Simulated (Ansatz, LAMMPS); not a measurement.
# Structural relaxation of a frame of liquid mixture of acetonitrile and H2O from 300 K (138 atoms), part 3 of 3

How does a frame of liquid mixture of acetonitrile and H2O from 300 K (138 atoms) relax, and what do bonds, charges and levels look like afterwards?

Ansatz 0.2.0; Kohn-Sham DFT, PBE+D3(BJ), PAW (set soft_2), plane waves.

The cell: 18 C, 9 N, 83 H and 28 O. The network of contacts between molecules at the start is that of the classical potential that made the cell. The density was typed from a rule of thumb and may lie off the real one at this temperature. The Brillouin zone is sampled at Γ only, in a cell whose shortest periodic width is 12 Å.

So far, density (g/cm³): step 5 (structure statistics after relaxation) 0.893.

## Step 6: Single point at the relaxed geometry

The electronic structure is read at the final geometry, in a run of its own.

Input file input.yaml:

```yaml
crystal:
  lattice:
    - [11.75671, 0.0, 0.0]
    - [0.0, 11.75671, 0.0]
    - [0.0, 0.0, 11.75671]
  atoms:
    - { symbol: C, position: [0.1575, 0.03658, 0.64393] }
    - { symbol: C, position: [0.07969, 0.01832, 0.73736] }
    - { symbol: "N", position: [0.01714, 0.00182, 0.81207] }
    - { symbol: H, position: [0.18471, 0.12578, 0.64107] }
    - { symbol: H, position: [0.11394, 0.01545, 0.56411] }
    - { symbol: H, position: [0.23246, 0.98192, 0.65504] }
    - { symbol: C, position: [0.61247, 0.46094, 0.57268] }
    - { symbol: C, position: [0.57604, 0.44361, 0.68857] }
    - { symbol: "N", position: [0.54645, 0.42814, 0.78163] }
    - { symbol: H, position: [0.66615, 0.53737, 0.56785] }
    - { symbol: H, position: [0.53811, 0.47007, 0.51666] }
    - { symbol: H, position: [0.66291, 0.38809, 0.5428] }
    - { symbol: C, position: [0.73005, 0.54906, 0.09241] }
    - { symbol: C, position: [0.72194, 0.66692, 0.0583] }
    - { symbol: "N", position: [0.71402, 0.76137, 0.03101] }
    - { symbol: H, position: [0.64821, 0.52331, 0.12969] }
    - { symbol: H, position: [0.79607, 0.5399, 0.15783] }
    - { symbol: H, position: [0.75039, 0.49684, 0.01776] }
    - { symbol: C, position: [0.74486, 0.09027, 0.76875] }
    - { symbol: C, position: [0.77799, 0.20839, 0.77548] }
    - { symbol: "N", position: [0.80652, 0.30292, 0.78086] }
    - { symbol: H, position: [0.70889, 0.07193, 0.68431] }
    - { symbol: H, position: [0.68329, 0.06974, 0.83618] }
    - { symbol: H, position: [0.82069, 0.0371, 0.78214] }
    - { symbol: C, position: [0.01235, 0.25371, 0.98536] }
    - { symbol: C, position: [0.92984, 0.18244, 0.04221] }
    - { symbol: "N", position: [0.86324, 0.12639, 0.08904] }
    - { symbol: H, position: [0.97193, 0.29379, 0.91129] }
    - { symbol: H, position: [0.08577, 0.20363, 0.95574] }
    - { symbol: H, position: [0.04162, 0.3205, 0.04381] }
    - { symbol: C, position: [0.09845, 0.71233, 0.22874] }
    - { symbol: C, position: [0.09324, 0.59611, 0.19046] }
    [... 100 atom lines left out ...]
    - { symbol: O, position: [0.14264, 0.648, 0.60252] }
    - { symbol: H, position: [0.20161, 0.70084, 0.62822] }
    - { symbol: H, position: [0.18413, 0.57536, 0.59466] }
    - { symbol: O, position: [0.38405, 0.2378, 0.11292] }
    - { symbol: H, position: [0.32146, 0.26131, 0.16416] }
    - { symbol: H, position: [0.40141, 0.30808, 0.06875] }
kpoints:
  mp_grid: { grid: [1, 1, 1] }
hamiltonian:
  xc: pbe
  dispersion: d3bj
scf:
  occupations: { method: gaussian, width: 0.05 }
output:
  forces: true
  stress: true
  populations: true
  dos:
    method: { smearing: { sigma: 0.15 } }
    de: 0.1
    projected: { site_lists: { C: [C], H: [H], "N": ["N"], O: [O] } }
  eigenvalues: true
  write_density: true
  write_potential: true
  volumetric_format: npy
  elf: true
```

Launch:

```
$ ansatz run input.yaml --threads 4 --pin off --max-ram 8192MiB --backend cpu --events-out ev --progress --plain --runs-dir out
```

Numbers of over 12 decimals in the logs are rounded to 6 here.

Output:

```text
[...]
Crystal: 138 atoms, lattice volume = 1625.015 Å³
Basis set: ecut = 420 eV, 31559 PW (Γ), exchange–correlation on 160×160×160 points (8 copies of the dense FFT grid, shifted against one another)
Bands: 322, of which v1, the nominal top of the filled ones, is band 184 counted from 1 (183 counted from 0)
Symmetry: 1 space group operations
[...]
k-points: 1
[...]
SCF iter   1: F=—  HF=-25198.730215 eV  |F-HF|=—  |Δ(HF+E_count)|=         —  Δρ=2.67e-3  dr2=1.26e-1  ethr=1.77e-3  ⟨swp⟩=6.0  Hψ=1478  notcnv=0  defer=39
[...]
SCF iter  10: F=-25198.706587 eV  HF=-25198.706587 eV  |F-HF|=6.65e-9  |Δ(HF+E_count)|=   8.38e-9  Δρ=1.23e-6  dr2=2.23e-8  ethr=2.72e-11  ⟨swp⟩=20.0  Hψ=2886  notcnv=0
SCF 1 converged in 10 iterations: F = -25198.706587 eV  dr2 = 2.23e-8
[...]
WARN: The input density's exchange-correlation potential varies sharply where the density is thin. Do not read a vacuum level from v_tot or v_xc, or from such a field of the output density. On a cell that repeats whose density bears no net charge and no dipole along the vacuum's axis use v_es (v_loc + v_h of the components); [...]
SCF converged after 10 iterations
Free energy (F): -25198.706587 eV
[...]
Internal energy: -25198.706587 eV  (E = F + TS)
E sigma→0 (E₀):  -25198.706587 eV
Fermi energy:    -0.139109 eV
[...]
--- Forces (eV/Å), atoms counted from 1 ---
  atom   1  C      0.00692940     0.00155496    -0.00984960
  atom   2  C      0.00712119     0.00234995     0.00478159
  atom   3  N     -0.00992872    -0.00253685     0.00697082
  atom   4  H     -0.00269261    -0.00102483     0.00131783
  atom   5  H      0.00110528    -0.00038108    -0.00078993
  atom   6  H     -0.00118945    -0.00126295    -0.00121191
  atom   7  C     -0.00009357    -0.00037388     0.00010866
  atom   8  C      0.00545788    -0.00311873    -0.00608737
  atom   9  N     -0.00321155     0.00148070     0.00517135
  atom  10  H      0.00086919     0.00190714     0.00138099
  atom  11  H     -0.00205926     0.00066363    -0.00099908
  atom  12  H      0.00024200    -0.00086263     0.00054089
  atom  13  C      0.00334656     0.00171761     0.00096936
  atom  14  C      0.00239108    -0.00307171    -0.00599636
[...]
atom 137  H      0.00075506    -0.00285459     0.00162175
  atom 138  H      0.00103580    -0.00286854    -0.00240823
  max |Σ_I F_I| component: 5.24e-5 eV/Å
--- Stress (GPa, compression-positive) ---
       -0.377197       0.074375      -0.036844
        0.074374      -0.630488       0.053081
       -0.036844       0.053081      -0.528125
  P = ⅓ Tr σ = -0.5119 GPa (-5.119 kbar)
--- Band table (eV) ---
[...]
--- Löwdin populations: 138 sites ---
  site symbol       q [e]
     0      C      4.4847
     1      C      3.7336
     2      N      5.2338
[...]
137      H      0.6175
  spilling = 0.013288 (of n_electrons = 368.000000)
```

It took 12 s on 4 threads of Intel Xeon 6975P-C (Granite Rapids), shared host; peak memory 1.9 GiB.

The program notes that the exchange-correlation potential is rough where the density is thin.

Numbers from this run:

```
free energy                                      : -25198.7066 eV
free energy per atom                             : -182.5993 eV/atom
SCF cycles                                       : 10
pressure                                         : -0.5119 GPa
r.m.s. force component                           : 0.00319 eV/Å
longest force                                    : 0.0201 eV/Å
Fermi energy                                     : -0.1391 eV
gap (highest filled to lowest empty level) : 5.071 eV
spilling of the projection                       : 0.01329
```

Löwdin charges by element and coordination (they lack the spilled electrons, 0.035 e an atom on average):

```tsv
element	coordination	atoms	mean charge (e)	spread	least	most
C	all	18	-0.102	0.383	-0.495	0.312
C	2	9	0.281	0.0132	0.266	0.312
C	4	9	-0.485	0.0066	-0.495	-0.475
H	all	83	0.345	0.0658	0.242	0.409
N	all	9	-0.233	0.0121	-0.254	-0.214
O	all	28	-0.706	0.0144	-0.729	-0.673
```

States in the cell by windows of 1 eV, zero at the Fermi level; the larger projections on atomic orbitals stand beside the total:

```tsv
from (eV)	to (eV)	total	O p	H s	C p	N p
-18	-16	0.0	0.0	0.0	0.0	0.0
-16	-15	14.6	0.0	3.2	3.7	0.0
-15	-14	3.4	0.0	0.8	0.9	0.0
-14	-10	0.0	0.0	0.0	0.0	0.0
-10	-9	18.5	10.9	5.2	0.9	0.6
-9	-8	55.2	26.8	14.2	9.2	0.7
-8	-7	29.8	1.0	7.4	18.8	1.8
-7	-6	24.8	11.1	3.7	5.1	2.1
-6	-5	32.2	16.6	1.8	1.6	7.0
-5	-4	56.5	19.2	3.6	12.2	18.3
-4	-3	39.2	35.7	0.4	1.2	1.4
-3	-2	19.7	19.2	0.1	0.2	0.1
-2	2	0.0	0.0	0.0	0.0	0.0
2	3	10.3	0.2	2.5	3.5	2.7
3	4	34.6	0.5	6.9	12.1	9.7
4	5	19.2	0.6	6.8	1.1	0.5
```

Between -22 and -18 eV lie 74 more states.

The levels nearest the highest filled one (over half full), pooled over k-points and spins:

```tsv
level less the highest filled one (eV)	occupation
-0.334	2
-0.255	2
-0.246	2
-0.172	2
-0.143	2
0	2
5.07	0
5.30	0
5.43	0
5.50	0
5.55	0
5.63	0
```

Valence density in the ac plane at fractional y = 0.032, with atoms of C and H and N and O within 0.2 Å of it. It is the smooth field of the valence electrons, not physical close to the nuclei.

Ten steps, logarithmic in the rise over the least value, from '0' (0.0 e/Å³) to '9' (5.4 e/Å³), each cell a mean:
```
000000012222110000124664210000000
110000013432100000012222100000001
443100013332100000000122111000123
775321011211000000001244333211246
887542100000000000001245556642246
788753210000000000000234566642135
567775432100000000000134544321113
246777654200000000000134432100001
124677764200000000000112210000000
014677542100000000001122110001110
113565321000001111123565321112222
211232100110111111246899631123443
100000012332211111246899631124553
100001235776321000124577531125642
000002467997420000001234322223321
001124678986410000000001112332110
123345777754200000000000012221100
256667776431000000000000001111000
246777653210011100000000000000000
124567642000134421000000000010000
001344321001367753111111111121100
000111100001478864323444321222110
000000000001356654335777632222110
000000000111122221246887521111000
```
Columns run along a (11.8 Å), rows up along c (11.8 Å). Atoms in or near the plane, at fractional coordinates: C at (0.16, 0.64), C at (0.08, 0.74), H at (0.11, 0.56), H at (0.82, 0.78), C at (0.14, 0.22), C at (0.23, 0.31), N at (0.29, 0.38), H at (0.06, 0.25), H at (0.72, 0.06), O at (0.68, 0.49), H at (0.91, 0.43).

Electrostatic potential energy in the ac plane at fractional y = 0.032, with atoms of C and H and N and O within 0.2 Å of it. With pseudopotentials it is smooth inside the atoms' cores, unlike the true potential.

Ten even steps from '0' (-44 eV) to '9' (5 eV), each cell a mean:
```
999999999999999999999889999999999
999999999999999999999999999999999
999999999899999999999999999999999
347999999999999999999988999999997
004789999999999999999988776379995
520158999999999999999998665379998
830047899999999999999998888999999
975421378999999999999998899999999
998600068999999999999999999999999
998633589999999999999999999999999
998438999999999999999888999999999
999889999999999999975202799999999
999999999999999999986200699998789
999999997447999999999864689985279
999999872004899999999998899998789
999998410016999999999999999999999
988887100489999999999999999999999
853532323799999999999999999999999
975300278999999999999999999999999
998622589999999999999999999999999
999988999999974589999999999999999
999999999999961268899997799999999
999999999999997788898541289999999
999999999999999999997336799999999
```
Columns run along a (11.8 Å; values clipped at the 3rd and 97th percentile), rows up along c (11.8 Å). Atoms in or near the plane, at fractional coordinates: C at (0.16, 0.64), C at (0.08, 0.74), H at (0.11, 0.56), H at (0.82, 0.78), C at (0.14, 0.22), C at (0.23, 0.31), N at (0.29, 0.38), H at (0.06, 0.25), H at (0.72, 0.06), O at (0.68, 0.49), H at (0.91, 0.43).

Mean Löwdin charges: C -0.10, H +0.34, N -0.23, O -0.71 e (they miss 1.3 % of the electrons, so they add up to more than the cell's charge). The largest share in the top eV of filled states is O p (98 % of the projected weight), and in the lowest eV of empty states C p (43 % of the projected weight).

A closer look about N39, one of the 9 N atoms: 13 atoms, nearest first, numbered in the order of the input, with positions taken from that point.

```tsv
atom	x	y	z	distance (Å)	bonds	Löwdin charge (e)
N39	0.00	0.00	0.00	0.00	1	-0.22
C38	-0.78	0.04	-0.86	1.16	2	0.29
H68	1.32	0.90	1.09	1.93	1	0.39
H111	1.09	-1.55	0.66	2.00	1	0.39
C37	-1.75	0.09	-1.92	2.61	4	-0.48
O67	2.07	1.36	1.52	2.91	2	-0.70
O109	1.37	-2.48	0.74	2.93	2	-0.67
H5	-2.11	-0.16	2.16	3.03	1	0.26
H40	-1.53	0.94	-2.57	3.14	1	0.24
H41	-2.76	0.23	-1.51	3.15	1	0.25
H42	-1.72	-0.83	-2.52	3.17	1	0.25
H75	1.07	-2.82	-1.02	3.18	1	0.39
H110	0.98	-2.78	1.59	3.35	1	0.39
```

The column of bonds counts only the pairs H-O within 1.21 Å, H-C within 1.34 Å, C-C within 1.82 Å, C-N within 1.62 Å; other neighbours, such as metal atoms beside each other in a compound, aren't counted, and periodic images can show an atom twice.

## Step 7: Outcome

```yaml
energy_change_in_the_relaxation: -49.92 meV/atom
r_m_s_displacement: 0.789 Å
largest_displacement: 1.666 Å
free_energy_per_atom: -182.5993 eV/atom
pressure: -0.5119 GPa
r_m_s_force_component: 0.00319 eV/Å
spacing_of_highest_filled_and_lowest_empty_level: 5.071 eV
wall_time_of_the_3_dft_runs: 3.8 min
```

**Reading.** Relaxation lowers the energy by 49.9 meV/atom and moves atoms by 0.79 Å r.m.s.; the r.m.s. force component goes from 0.79 to 0.0032 eV/Å, the pressure goes from -1.4 to -0.51 GPa, and the gap from 4.18 to 5.07 eV. By the final cutoffs no bond was broken or made. From the first step to the last the energy fell by 6.889 eV, and the largest move was 1.67 Å (H5, with 1 other atom within 2 % of it). The C-C bonds change most in mean length: from 1.466 Å (spread 0.028) to 1.444 Å (spread 0.002). With the cutoffs above, 50 % of C atoms have 2 and as many 4, all H atoms have 1, all N atoms have 1 and all O atoms have 2 bonded neighbours. The 28 water molecules hold 2.93 hydrogen bonds each to other water on average, with a mean O–O distance of 2.83 Å. The highest filled and lowest empty levels differ by 5.07 eV (at Γ alone); a semilocal functional tends to put such gaps too low. In a disordered cell it changes from sample to sample and from frame to frame.

Caveats: The network of contacts between molecules at the start is that of the classical potential that made the cell; in DFT atoms moved by 0.79 Å r.m.s.

[Logs are printed without paths, hosts, clocks, repeated set-up lines and the standing remarks that a program may print on its own settings, such as how far it seeks lower states.]

[Hosts, paths, dates, database ids (printed as entryN), source tags and the programs' standing remarks are cut or masked in the printed files.]
